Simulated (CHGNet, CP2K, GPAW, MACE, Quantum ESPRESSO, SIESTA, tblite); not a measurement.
# Predicting plane-wave site energies from GPAW dzp, PBE: Sn in place of Ge in amorphous Ge at 4.90 g/cm^3 (72 atoms)

Density of this cell: 4.90 g/cm³. The cell holds 72 atoms: 72 Ge. Its edges and angles: a = 12.103 Å, b = 12.103 Å, c = 12.103 Å, α = 90.0°, β = 90.0°, γ = 90.0°. 72 atoms (72 Ge) placed at random at 4.9 g/cm³, melted at 3500 K for 10 ps at fixed volume with the Tersoff potential (Tersoff, Phys. Rev. B 39, 5566 (1989)). Quenched from 3500 K to 300 K at 20 K/ps and fixed volume, annealed at 800 K for 20 ps, held 5 ps, then minimised at fixed cell. Then the atoms were relaxed with MACE MPA-0 medium in the fixed cell.

Calculated with Quantum ESPRESSO 7.5: PBE; plane waves, SSSP efficiency, 60/480 Ry; k-points Γ. The cheaper level is PBE; dzp orbitals, PAW, h 0.18 Å; k-points Γ. Each row is one cell with Sn in place of Ge, relaxed with MACE MPA-0 medium; both levels solve the same cells, and energies are counted from site Ge25 at each level.

```
energy from GPAW dzp, PBE (eV)  energy from plane waves (eV)  site
                         0.000                             0  Ge25
                         0.028                       0.05461  Ge44
                         0.042                             ?     ?
                         0.187                        0.2858  Ge23
                         0.268                        0.2886  Ge47
```

Task: Fit a straight line to the rows given and interpolate to the withheld row.

**Working.**

Take u as the energy from GPAW dzp, PBE and v as that from plane waves.

```
   u (eV)     v (eV)
        0          0
0.0283400  0.0546080
 0.186797   0.285797
 0.268152   0.288615
```

With n = 4: mean u = 0.120822, mean v = 0.157255, Σ(u − ū)² = 0.049210, Σ(u − ū)(v − v̄) = 0.056327. Slope b = 0.056327 / 0.049210 = 1.1446; intercept a = v̄ − b ū = 0.018959.

At the withheld site u = 0.04170, and v = a + b u.

Prediction at 0.042: 0.06669 eV. The run gave 0.1349 eV, so the fit is low by 0.068 eV (51 % of the value).

The slope of 1.1 says that GPAW dzp, PBE spreads the sites about as widely as plane waves do. Taken as it stands, without the line, its value misses the withheld site by 0.093 eV. Among the rows given, the largest miss of the fit is at 0.187, by 0.053 eV (18 % of the range of the table).

Limits: Few sites, one cell. The geometries are those of MACE MPA-0 medium, not of DFT.

[Logs are printed without paths, hosts, clocks, repeated set-up lines and the standing remarks that a program may print on its own settings, such as how far it seeks lower states.]

[Hosts, paths, dates, database ids (printed as entryN), source tags and the programs' standing remarks are cut or masked in the printed files.]
